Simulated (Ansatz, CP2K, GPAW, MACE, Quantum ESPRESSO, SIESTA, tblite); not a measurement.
**Other levels on amorphous Si (76 atoms)**

Density of this cell: 2.32 g/cm³. The cell holds 76 atoms: 76 Si. Its edges and angles: a = 11.521 Å, b = 11.521 Å, c = 11.521 Å, α = 90.0°, β = 90.0°, γ = 90.0°. 76 atoms (76 Si) placed at random at 2.32 g/cm³, melted at 3500 K for 10 ps at fixed volume with the Tersoff potential (Tersoff, Phys. Rev. B 39, 5566 (1989)). Quenched from 3100 K to 500 K at 10 K/ps and fixed volume, annealed at 900 K for 50 ps, held 5 ps. Then every atom was moved at random, 0.05 Å r.m.s. a Cartesian component.

Geometry: as built.

The reference, a calculation:

- method: Kohn-Sham DFT, PBE, SSSP efficiency 1.3.0 pseudopotentials, plane waves (Quantum ESPRESSO 7.5); sssp-pbe-1.3.0-efficiency, cutoffs 45/360 Ry, Γ point
- r.m.s. force component: 0.9397 eV/Å
- longest force: 4.074 eV/Å
- pressure: 0.2937 GPa
- time: 1.8 min on 4 MPI ranks of Arm Neoverse V2, shared host
- CPU time: 7.2 min

Runs, in no order:
A. CP2K PBE, TZV2P-MOLOPT, 350/50 Ry, diagonalisation: Kohn-Sham DFT, PBE, GTH-PBE pseudopotentials, Gaussian and plane waves, TZV2P-MOLOPT-GTH, diagonalisation
B. SIESTA PBE, DZP, shift 0.01 Ry, mesh 300 Ry: Kohn-Sham DFT, PBE, PseudoDojo 0.4.1 norm-conserving pseudopotentials (converted to PSML), numerical atomic orbitals (DZP), diagonalisation
C. SIESTA PBE, SZP, shift 0.01 Ry, mesh 300 Ry: Kohn-Sham DFT, PBE, PseudoDojo 0.4.1 norm-conserving pseudopotentials (converted to PSML), numerical atomic orbitals (SZP), diagonalisation
D. QE PBE, gbrv-1.5, 40/200 Ry: Kohn-Sham DFT, PBE, GBRV 1.5 ultrasoft pseudopotentials, plane waves

Q: Order them from the smallest to the largest r.m.s. force difference.

D, A, B, C.

| run | Δ force, r.m.s. (meV/Å) | share of r.m.s. force (%) | CPU time |
| --- | --- | --- | --- |
| D. QE PBE, gbrv-1.5, 40/200 Ry | 4.72 | 0.502 | 4.1 min |
| A. CP2K PBE, TZV2P-MOLOPT, 350/50 Ry, diagonalisation | 21.2 | 2.25 | 7.9 min |
| B. SIESTA PBE, DZP, shift 0.01 Ry, mesh 300 Ry | 50.9 | 5.42 | 6 min |
| C. SIESTA PBE, SZP, shift 0.01 Ry, mesh 300 Ry | 283 | 30.1 | 4.1 min |

The network of bonds at the start is that of the classical potential that made the cell, and needn't be the one that DFT or experiment would give. The electronic-structure runs sample only Γ, in a cell whose shortest periodic width is 12 Å, which is coarse for a cell with partly filled levels.

[Hosts, paths, dates, database ids (printed as entryN), source tags and the programs' standing remarks are cut or masked in the printed files.]
